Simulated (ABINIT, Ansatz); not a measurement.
**Hf (Hafnium): phonons by linear response**

Aim: the phonon dispersion of Hf (Hafnium), checked by a second program.

Main program and level: ABINIT 10.8.3; DFT PBEsol, scalar-relativistic, plane waves, PseudoDojo norm-conserving pseudopotentials.

Most raw output is cut from this account.

## (1) The starting structure

Symmetry: P6_3/mmc, No. 194, hexagonal system. The conventional cell has a = 3.197 Å, b = 3.197 Å, c = 5.058 Å, α = 90.00°, β = 90.00°, γ = 120.00°. Nearest to Hf lie 12 Hf at 3.13 to 3.20 Å.

## (2) A probe with smearing

A first run with smearing and empty bands tells whether the crystal has a gap, which decides between fixed occupations and smearing later on.

probe.abi

```
# ground state
tolvrs 1.0d-08
prtden 1
prtwf 1

# basis, mesh and filling
ecut 25.0
ngkpt 6 6 4
nshiftk 1
shiftk 0.0 0.0 0.0
istwfk *1
occopt 7
tsmear 0.005
nband 19
nstep 100
diemac 9.0
prtebands 0
prtgsr 0

# cell and atoms
acell 6.040887503 6.040887503 9.557856793
rprim 
    1.0 0.0 0.0
    -0.5 0.8660254038 0.0
    0.0 0.0 1.0
ntypat 1
znucl 72
natom 2
typat 1 1
xred 
    1/3 2/3 0.25
    2/3 1/3 0.75
pp_dirpath "./pseudo"
pseudos "Hf.upf"
```

Started as:

```sh
$ OMP_NUM_THREADS=1 mpirun -n 8 abinit probe.abi > probe.log
```

Run time: 3.8 s. Hardware: 8 MPI ranks of Arm Neoverse V2, shared host; 30 s of CPU time.

Numbers from this step:

- volume per atom: 22.38 Å³
- pressure: -3.733 GPa
- gap on the k-mesh: 0 eV

No gap opens on this mesh, so smearing is kept; the printed pressure holds the stress of the finite basis too.

## (3) Relaxing the cell and atoms

The harmonic expansion needs vanishing forces, and a free crystal bears no stress, so cell and atoms are brought to rest. Stress is more sensitive to the basis than forces are: the last 3 Ha under the cutoff are smoothed with ecutsm, and the cutoff is raised above that of the later runs.

relax.abi

```
# relaxation
ionmov 2
optcell 2
dilatmx 1.08
ntime 40
tolmxf 1.0d-05
tolvrs 1.0d-14
prtwf 0
prtden 0
chksymtnons 0

# basis, mesh and filling
ecut 32.0
ecutsm 3.0
ngkpt 12 12 6
nshiftk 1
shiftk 0.0 0.0 0.0
istwfk *1
occopt 7
tsmear 0.01
nband 19
nstep 100
diemac 1000000.0
prtebands 0
prtgsr 0

# cell and atoms
acell 6.040887503 6.040887503 9.557856793
rprim 
    1.0 0.0 0.0
    -0.5 0.8660254038 0.0
    0.0 0.0 1.0
ntypat 1
znucl 72
natom 2
typat 1 1
xred 
    1/3 2/3 0.25
    2/3 1/3 0.75
pp_dirpath "./pseudo"
pseudos "Hf.upf"
```

Started as:

```sh
$ OMP_NUM_THREADS=1 mpirun -n 8 abinit relax.abi > relax.log
```

Wall time 1.9 min (8 MPI ranks).

The steps of the relaxation:

| step | energy less that of the first step (eV) | largest force (eV/Å) | volume (Å³) |
| --- | --- | --- | --- |
| 1 | 0.0000 | 0.0000 | 44.76 |
| 2 | -0.0080 | 0.0000 | 44.31 |
| 3 | -0.0145 | 0.0000 | 43.37 |
| 4 | -0.0145 | 0.0000 | 43.40 |
| 5 | -0.0145 | 0.0000 | 43.40 |
| 6 | -0.0145 | 0.0000 | 43.41 |
| 7 | -0.0145 | 0.0000 | 43.40 |
| 8 | -0.0145 | 0.0000 | 43.40 |

| conventional cell, symmetrised | before | after | change |
| --- | --- | --- | --- |
| a (Å) | 3.197 | 3.163 | -1.1 % |
| b (Å) | 3.197 | 3.163 | -1.1 % |
| c (Å) | 5.058 | 5.010 | -0.9 % |
| volume (Å³/atom) | 22.38 | 21.70 | -3.0 % |

Final coordinates:

```cif
data_structure
_symmetry_space_group_name_H-M 'P 1'
_symmetry_Int_Tables_number 1
_cell_length_a 3.1626
_cell_length_b 3.1626
_cell_length_c 5.0101
_cell_angle_alpha 90.000
_cell_angle_beta 90.000
_cell_angle_gamma 120.000
_cell_volume 43.40
loop_
_atom_site_label
_atom_site_type_symbol
_atom_site_fract_x
_atom_site_fract_y
_atom_site_fract_z
_atom_site_occupancy
Hf1 Hf 0.33333 0.66667 0.25000 1
Hf2 Hf 0.66667 0.33333 0.75000 1
```

This step gave:

```yaml
volume_per_atom: 21.70 Å³
pressure: -8.49e-4 GPa
```

The volume changes by -3.0 % in this run and stands -3.0 % from the first cell.

## (4) Self-consistent run for the response

First-order wavefunctions inherit every error of the ground state, hence the very tight tolvrs. Smearing stays on, as the first look found no gap above 0.3 eV.

gs.abi

```
# ground state
tolvrs 1.0d-16
prtden 1
prtwf 1

# basis, mesh and filling
ecut 25.0
ngkpt 12 12 6
nshiftk 1
shiftk 0.0 0.0 0.0
istwfk *1
occopt 7
tsmear 0.01
nband 19
nstep 100
diemac 1000000.0
prtebands 0
prtgsr 0

# cell and atoms
acell 5.976362487 5.976362487 9.467776422
rprim 
    1.0 0.0 0.0
    -0.5 0.8660254038 0.0
    0.0 0.0 1.0
ntypat 1
znucl 72
natom 2
typat 1 1
xred 
    1/3 2/3 0.25
    2/3 1/3 0.75
pp_dirpath "./pseudo"
pseudos "Hf.upf"
```

Started as:

```sh
$ OMP_NUM_THREADS=1 mpirun -n 8 abinit gs.abi > gs.log
```

Run time: 12 s. Hardware: 8 MPI ranks.

Numbers from this step:

* pressure: -0.5404 GPa

The cell stands at -0.54 GPa: the relaxation ran with a smoothed and higher cutoff, and the difference is a stress of the finite basis.

## (5) Zone-centre response

At q = 0 one unit cell holds all displacements. The response is solved for single atoms along the cell's directions, and symmetry skips those that follow from others. The crystal is treated as a metal, which screens a static field, so no field response is asked.

dfpt_gamma.abi

```

# common to the responses
getwfk_filepath "gso_WFK"
kptopt 2
nqpt 1
qpt 0.0 0.0 0.0
asr 0
chneut 0

# displacements
rfphon 1
rfatpol 1 2
rfdir 1 1 1
tolvrs 1.0d-10
prtwf 0
prtpot 1

# basis, mesh and filling
ecut 25.0
ngkpt 12 12 6
nshiftk 1
shiftk 0.0 0.0 0.0
istwfk *1
occopt 7
tsmear 0.01
nband 19
nstep 100
diemac 1000000.0
prtebands 0
prtgsr 0

# cell and atoms
acell 5.976362487 5.976362487 9.467776422
rprim 
    1.0 0.0 0.0
    -0.5 0.8660254038 0.0
    0.0 0.0 1.0
ntypat 1
znucl 72
natom 2
typat 1 1
xred 
    1/3 2/3 0.25
    2/3 1/3 0.75
pp_dirpath "./pseudo"
pseudos "Hf.upf"
```

Started as:

```sh
$ OMP_NUM_THREADS=1 mpirun -n 8 abinit dfpt_gamma.abi > dfpt_gamma.log
```

Wall time 52 s (8 MPI ranks); 6.9 min of CPU time.

Numbers from this step:

```yaml
largest_acoustic_frequency_at_the_zone_centre_before_the_sum_rule: 2.18 cm⁻¹
highest_optical_zone_centre_mode_no_lo_to_term: 108.5 cm⁻¹
lowest_optical_zone_centre_mode: 74.56 cm⁻¹
```

The acoustic modes at Γ come out as far as 2.2 cm⁻¹ from zero, where they should vanish, a small numerical error.

## (6) Phonons on a q mesh

Linear response treats each wavevector of the 3×3×2 mesh in the unit cell; the first-order potentials are kept for the electron-phonon matrix elements.

dfpt_q.abi

```
ndtset 5

# wavevectors
qpt1 0.3333333333 0.0 0.0
qpt2 0.3333333333 0.3333333333 0.0
qpt3 0.0 0.0 0.5
qpt4 0.3333333333 0.0 0.5
qpt5 0.3333333333 0.3333333333 0.5

# displacements
getwfk_filepath "gso_WFK"
getwfq_filepath "gso_WFK"
kptopt 3
nqpt 1
rfphon 1
rfatpol 1 2
rfdir 1 1 1
tolvrs 1.0d-10
prtwf 0
prtpot 1

# basis, mesh and filling
ecut 25.0
ngkpt 12 12 6
nshiftk 1
shiftk 0.0 0.0 0.0
istwfk *1
occopt 7
tsmear 0.01
nband 19
nstep 100
diemac 1000000.0
prtebands 0
prtgsr 0

# cell and atoms
acell 5.976362487 5.976362487 9.467776422
rprim 
    1.0 0.0 0.0
    -0.5 0.8660254038 0.0
    0.0 0.0 1.0
ntypat 1
znucl 72
natom 2
typat 1 1
xred 
    1/3 2/3 0.25
    2/3 1/3 0.75
pp_dirpath "./pseudo"
pseudos "Hf.upf"
```

Started as:

```sh
$ OMP_NUM_THREADS=1 mpirun -n 8 abinit dfpt_q.abi > dfpt_q.log
```

Run time: 20 min. Hardware: 8 MPI ranks; 2.7 h of CPU time.

This step gave:

```yaml
lowest_mode_on_the_q_mesh_acoustic_ones_at_the_zone_centre_apart: 52.89 cm⁻¹
```

Frequencies (cm⁻¹) before the sum rule at the irreducible wavevectors but Γ, which is solved apart; negative means imaginary. Frequencies by wavevector:

| q (fractions) | star | mode 1 | mode 2 | mode 3 | mode 4 | mode 5 | mode 6 |
| --- | --- | --- | --- | --- | --- | --- | --- |
| 0.3333 0 0 | 6 | 54.15 | 62.78 | 112.2 | 114.3 | 118.5 | 130.5 |
| 0.3333 0.3333 0 | 2 | 100.2 | 100.2 | 110.3 | 110.3 | 113.8 | 154.8 |
| 0 0 0.5 | 1 | 52.89 | 52.89 | 52.89 | 52.89 | 107.6 | 107.6 |
| 0.3333 0 0.5 | 6 | 89.55 | 89.55 | 91.84 | 91.84 | 139.6 | 139.6 |
| 0.3333 0.3333 0.5 | 2 | 55.73 | 55.73 | 136.2 | 136.2 | 144.4 | 144.4 |

## (7) Interpolated phonon bands

anaddb transforms the dynamical matrices to force constants and back along the path; points of the mesh come back as solved, but for the sum rule and, in polar crystals, the LO-TO term at Γ; the rest is interpolation.

anaddb.abi

```
ddb_filepath "all_DDB"
output_file "anaddb.abo"
outdata_prefix "anaddb"
ifcflag 1
ngqpt 3 3 2
nqshft 1
q1shft 0.0 0.0 0.0
asr 1
chneut 0
dipdip 0
dipquad 0
quadquad 0
enunit 0
eivec 0
nph1l 93
qph1l 
    0.0 0.0 0.0 1.0
    0.05 0.0 0.0 1.0
    0.1 0.0 0.0 1.0
    0.15 0.0 0.0 1.0
    0.2 0.0 0.0 1.0
    0.25 0.0 0.0 1.0
    0.3 0.0 0.0 1.0
    0.35 0.0 0.0 1.0
    0.4 0.0 0.0 1.0
    0.45 0.0 0.0 1.0
    0.5 0.0 0.0 1.0
    0.48333333 0.03333333 0.0 1.0
    0.46666667 0.06666667 0.0 1.0
    0.45 0.1 0.0 1.0
    0.43333333 0.13333333 0.0 1.0
    0.41666667 0.16666667 0.0 1.0
    0.4 0.2 0.0 1.0
    0.38333333 0.23333333 0.0 1.0
    0.36666667 0.26666667 0.0 1.0
    0.35 0.3 0.0 1.0
    0.33333333 0.33333333 0.0 1.0
    0.3 0.3 0.0 1.0
    0.26666667 0.26666667 0.0 1.0
    0.23333333 0.23333333 0.0 1.0
    0.2 0.2 0.0 1.0
    0.16666667 0.16666667 0.0 1.0
    0.13333333 0.13333333 0.0 1.0
    0.1 0.1 0.0 1.0
    0.06666667 0.06666667 0.0 1.0
    0.03333333 0.03333333 0.0 1.0
    0.0 0.0 0.0 1.0
    0.0 0.0 0.05 1.0
    0.0 0.0 0.1 1.0
    0.0 0.0 0.15 1.0
    0.0 0.0 0.2 1.0
    0.0 0.0 0.25 1.0
    0.0 0.0 0.3 1.0
    0.0 0.0 0.35 1.0
    0.0 0.0 0.4 1.0
    0.0 0.0 0.45 1.0
    0.0 0.0 0.5 1.0
    0.05 0.0 0.5 1.0
    0.1 0.0 0.5 1.0
    0.15 0.0 0.5 1.0
    0.2 0.0 0.5 1.0
    0.25 0.0 0.5 1.0
    0.3 0.0 0.5 1.0
    0.35 0.0 0.5 1.0
    0.4 0.0 0.5 1.0
    0.45 0.0 0.5 1.0
    0.5 0.0 0.5 1.0
    0.48333333 0.03333333 0.5 1.0
    0.46666667 0.06666667 0.5 1.0
    0.45 0.1 0.5 1.0
    0.43333333 0.13333333 0.5 1.0
    0.41666667 0.16666667 0.5 1.0
    0.4 0.2 0.5 1.0
    0.38333333 0.23333333 0.5 1.0
    0.36666667 0.26666667 0.5 1.0
    0.35 0.3 0.5 1.0
    0.33333333 0.33333333 0.5 1.0
    0.3 0.3 0.5 1.0
    0.26666667 0.26666667 0.5 1.0
    0.23333333 0.23333333 0.5 1.0
    0.2 0.2 0.5 1.0
    0.16666667 0.16666667 0.5 1.0
    0.13333333 0.13333333 0.5 1.0
    0.1 0.1 0.5 1.0
    0.06666667 0.06666667 0.5 1.0
    0.03333333 0.03333333 0.5 1.0
    0.0 0.0 0.5 1.0
    0.5 0.0 0.5 1.0
    0.5 0.0 0.45 1.0
    0.5 0.0 0.4 1.0
    0.5 0.0 0.35 1.0
    0.5 0.0 0.3 1.0
    0.5 0.0 0.25 1.0
    0.5 0.0 0.2 1.0
    0.5 0.0 0.15 1.0
    0.5 0.0 0.1 1.0
    0.5 0.0 0.05 1.0
    0.5 0.0 0.0 1.0
    0.33333333 0.33333333 0.5 1.0
    0.33333333 0.33333333 0.45 1.0
    0.33333333 0.33333333 0.4 1.0
    0.33333333 0.33333333 0.35 1.0
    0.33333333 0.33333333 0.3 1.0
    0.33333333 0.33333333 0.25 1.0
    0.33333333 0.33333333 0.2 1.0
    0.33333333 0.33333333 0.15 1.0
    0.33333333 0.33333333 0.1 1.0
    0.33333333 0.33333333 0.05 1.0
    0.33333333 0.33333333 0.0 1.0
```

mrgddb.in

```
all_DDB
merged
6
dfpt_gammao_DDB
dfpt_qo_DS1_DDB
dfpt_qo_DS2_DDB
dfpt_qo_DS3_DDB
dfpt_qo_DS4_DDB
dfpt_qo_DS5_DDB
```

Started as:

```sh
$ mrgddb < mrgddb.in > mrgddb.log
$ OMP_NUM_THREADS=1 anaddb anaddb.abi > anaddb.log
```

The job ended after 0.53 s (1 thread).

Read from the output:

| Property | Result |
| --- | --- |
| lowest frequency on the path | 0 cm⁻¹ |

Anaddb. The phonon branches at the labelled points (cm⁻¹):

| point | branch 1 | branch 2 | branch 3 | branch 4 | branch 5 | branch 6 |
| --- | --- | --- | --- | --- | --- | --- |
| Γ | 0 | 0 | 0 | 75 | 75 | 108 |
| halfway | 47 | 48 | 90 | 102 | 117 | 117 |
| M | 59 | 78 | 117 | 126 | 134 | 140 |
| halfway | 80 | 85 | 113 | 116 | 132 | 147 |
| K | 100 | 100 | 110 | 110 | 114 | 155 |
| halfway | 56 | 64 | 87 | 118 | 118 | 120 |
| Γ | 0 | 0 | 0 | 75 | 75 | 108 |
| halfway | 29 | 29 | 68 | 69 | 69 | 114 |
| A | 53 | 53 | 53 | 53 | 108 | 108 |
| halfway | 80 | 80 | 85 | 85 | 129 | 129 |
| L | 96 | 96 | 98 | 98 | 150 | 150 |
| halfway | 69 | 69 | 123 | 123 | 148 | 148 |
| H | 56 | 56 | 136 | 136 | 144 | 144 |
| halfway | 71 | 71 | 102 | 102 | 132 | 132 |
| A | 53 | 53 | 53 | 53 | 108 | 108 |
| jump to L | 96 | 96 | 98 | 98 | 150 | 150 |
| halfway | 72 | 89 | 107 | 118 | 142 | 145 |
| M | 59 | 78 | 117 | 126 | 134 | 140 |
| jump to H | 56 | 56 | 136 | 136 | 144 | 144 |
| halfway | 75 | 75 | 121 | 132 | 132 | 150 |
| K | 100 | 100 | 110 | 110 | 114 | 155 |

All branches are real along the path.

## (8) Sums over the zone

Sums over the zone need many more wavevectors than were solved, so the interpolation is sampled on a dense mesh.

anaddb.abi

```
ddb_filepath "all_DDB"
output_file "anaddb.abo"
outdata_prefix "anaddb"
ifcflag 1
ngqpt 3 3 2
nqshft 1
q1shft 0.0 0.0 0.0
asr 1
chneut 0
dipdip 0
dipquad 0
quadquad 0
prtdos 2
ng2qpt 16 16 9
dosdeltae 4.5563e-06
ntemper 11
temperinc 100.0
tempermin 0.0
```

Started as:

```sh
$ OMP_NUM_THREADS=1 anaddb anaddb.abi > anaddb.log
```

Wall time 0.57 s (1 thread).

Numbers from this step:

- share of modes beyond 3i cm⁻¹ on the dense interpolated mesh: 0
- zero-point energy per atom: 18.83 meV
- heat capacity at 300 K: 24.42 J/(mol atoms K)
- vibrational entropy at 300 K: 44.50 J/(mol atoms K)

The phonon density of states has structure finer than the step of the table below, so its rows give means over 10 cm⁻¹, whole bins alone (the curve runs from -30 to 185 cm⁻¹). Peaks (cm⁻¹: height): 69.0: 0.0908, 115.0: 0.0847, 145.0: 0.0802.

Tetrahedra. Table of phonon density of states by wavenumber; means over each step:

| wavenumber (cm⁻¹) | phonon density of states (1/cm⁻¹/cell) |
| --- | --- |
| -10 | 0 |
| 0 | 1.3e-5 |
| 10 | 3.5e-4 |
| 20 | 0.00168 |
| 30 | 0.00432 |
| 40 | 0.00863 |
| 50 | 0.0161 |
| 60 | 0.0395 |
| 70 | 0.0757 |
| 80 | 0.0598 |
| 90 | 0.0463 |
| 100 | 0.0502 |
| 110 | 0.0682 |
| 120 | 0.0728 |
| 130 | 0.0609 |
| 140 | 0.0673 |
| 150 | 0.0285 |
| 160 | 0 |

Harmonic thermodynamic functions per atom, summed over the density of states scaled to three modes an atom; melting is ignored. Thermodynamic functions:

| T (K) | F_vib (meV/atom) | S (J/mol-atom/K) | C_V (J/mol-atom/K) |
| --- | --- | --- | --- |
| 0 | 18.83 | 0 | 0 |
| 50 | 17.72 | 7.03 | 13.09 |
| 100 | 10.83 | 19.07 | 20.77 |
| 200 | -17.79 | 34.71 | 23.79 |
| 300 | -59.16 | 44.5 | 24.42 |
| 400 | -109.1 | 51.56 | 24.65 |
| 500 | -165.5 | 57.07 | 24.75 |
| 600 | -227.1 | 61.59 | 24.81 |
| 700 | -292.9 | 65.42 | 24.85 |
| 800 | -362.5 | 68.74 | 24.87 |
| 900 | -435.3 | 71.67 | 24.88 |
| 1000 | -510.9 | 74.29 | 24.9 |

At 300 K the heat capacity has reached 98 % of the Dulong-Petit value.

## (9) The same in Ansatz

A second program on the same cell, potentials, cutoff and meshes tests the implementation of the phonon response, not its convergence.

This step: DFT PBEsol, scalar-relativistic, plane waves, PseudoDojo norm-conserving pseudopotentials (Ansatz 0.2.0).

input.yaml

```yaml
crystal:
  lattice:
    - [3.1625548323, 0.0, 0.0]
    - [-1.5812774161, 2.7388528256, 0.0]
    - [0.0, 0.0, 5.0101315206]
  atoms:
    - { symbol: Hf, position: [0.3333333333, 0.6666666667, 0.25] }
    - { symbol: Hf, position: [0.6666666667, 0.3333333333, 0.75] }
kpoints:
  mp_grid: { grid: [12, 12, 6] }
hamiltonian:
  xc: pbesol
  pseudopotentials: { kind: nc, accuracy: standard }
scf:
  occupations: { method: gaussian, width: 0.27211 }
output:
  eigenvalues: true
basis:
  ecutwfc: 680.285
phonons:
  method: dfpt
  qmesh: [3, 3, 2]
  temperatures: { t_max: 1000, t_step: 50 }
  qpath:
    path:
      - [[0.0, 0.0, 0.0], [0.5, 0.0, 0.0], [0.33333333, 0.33333333, 0.0], [0.0, 0.0, 0.0], [0.0, 0.0, 0.5], [0.5, 0.0, 0.5], [0.33333333, 0.33333333, 0.5], [0.0, 0.0, 0.5]]
      - [[0.5, 0.0, 0.5], [0.5, 0.0, 0.0]]
      - [[0.33333333, 0.33333333, 0.5], [0.33333333, 0.33333333, 0.0]]
    npoints: 10
  electrical_resistivity: { temperatures: [77, 300], mesh: [24, 24, 12] }
```

Started as:

```sh
$ ansatz run input.yaml --threads 8 --pin off --max-ram 16384MiB --backend cpu --events-out ev --progress --plain --runs-dir out
```

Run time: 3.2 min. Hardware: 8 threads; peak memory 2.2 GiB.

Read from the output:

```yaml
sum_rule_residual_before_enforcement: 1.79e-5 eV/Å²
mean_frequency: 101.2 cm⁻¹
debye_temperature_second_moment: 196 K
logarithmic_mean_frequency: 96.1 cm⁻¹
lowest_mode_on_the_q_mesh_acoustic_ones_at_the_zone_centre_apart: 52.87 cm⁻¹
zero_point_energy_per_atom: 18.82 meV
vibrational_entropy_at_300_k: 44.54 J/(mol atoms K)
```

## (10) The two compared: ABINIT PseudoDojo and Ansatz, PseudoDojo

Worked out from the results:

```yaml
root_mean_square_difference: 0.02 cm⁻¹
largest_difference: 0.06 cm⁻¹
root_mean_square_difference_on_the_path: 0 cm⁻¹
largest_difference_on_the_path: 0.1 cm⁻¹
```

The interpolated bands of the two lie on top of each other.

At the solved wavevectors the largest difference (acoustic modes at Γ apart) is 0.04 % of the highest mode.

## (11) Outcome

* space group after relaxation: P6_3/mmc
* volume per atom: 21.7 Å³
* highest optical zone-centre mode (no LO-TO term): 108.5 cm⁻¹
* lowest optical zone-centre mode: 74.6 cm⁻¹
* q mesh: 3×3×2
* lowest mode on the q mesh (acoustic ones at the zone centre apart): 52.9 cm⁻¹
* zero-point energy per atom: 18.8 meV
* heat capacity at 300 K: 24.4 J/(mol atoms K)
* vibrational entropy at 300 K: 44.5 J/(mol atoms K)
* imaginary modes on the q mesh: none
* largest difference from Ansatz, PseudoDojo: 0.06 cm⁻¹

In words: Hf (Hafnium) is dynamically stable on the 3×3×2 mesh; its spectrum reaches 155 cm⁻¹. At the PBEsol level the optical modes of Hf (Hafnium) at the zone centre run from 75 to 109 cm⁻¹. Along axes with an odd number of divisions the mesh misses the zone-boundary points at one half, where instabilities often lie; those are only interpolated. The base run prints -0.54 GPa, mostly the error of a finite basis; the relaxation, with a smoothed and higher cutoff, had brought the cell to rest. ABINIT PseudoDojo and Ansatz, PseudoDojo agree to 0.06 cm⁻¹ (0.04 % of the highest mode compared) on all solved modes but the acoustic ones at Γ. These are harmonic frequencies at zero temperature: anharmonic shifts and linewidths and thermal expansion are left out. Spin-orbit coupling is left out, which can matter for the heavy elements here. In a metal the frequencies hang on the k mesh and the smearing, most of all near Kohn anomalies. Ansatz warns that the cutoff lies 14 % under the one recommended for these files; agreement at one cutoff is not convergence. Electron-phonon sums were run after this but are left out, since no second program bore their λ out within 30 %; a λ that a log prints is not taken as a result.

[Host names and launcher messages were left out of these logs when they were recorded.]

[Logs are printed without paths, hosts, clocks, repeated set-up lines and the standing remarks that a program may print on its own settings, such as how far it seeks lower states.]

[Hosts, paths, dates, database ids (printed as entryN), source tags and the programs' standing remarks are cut or masked in the printed files.]
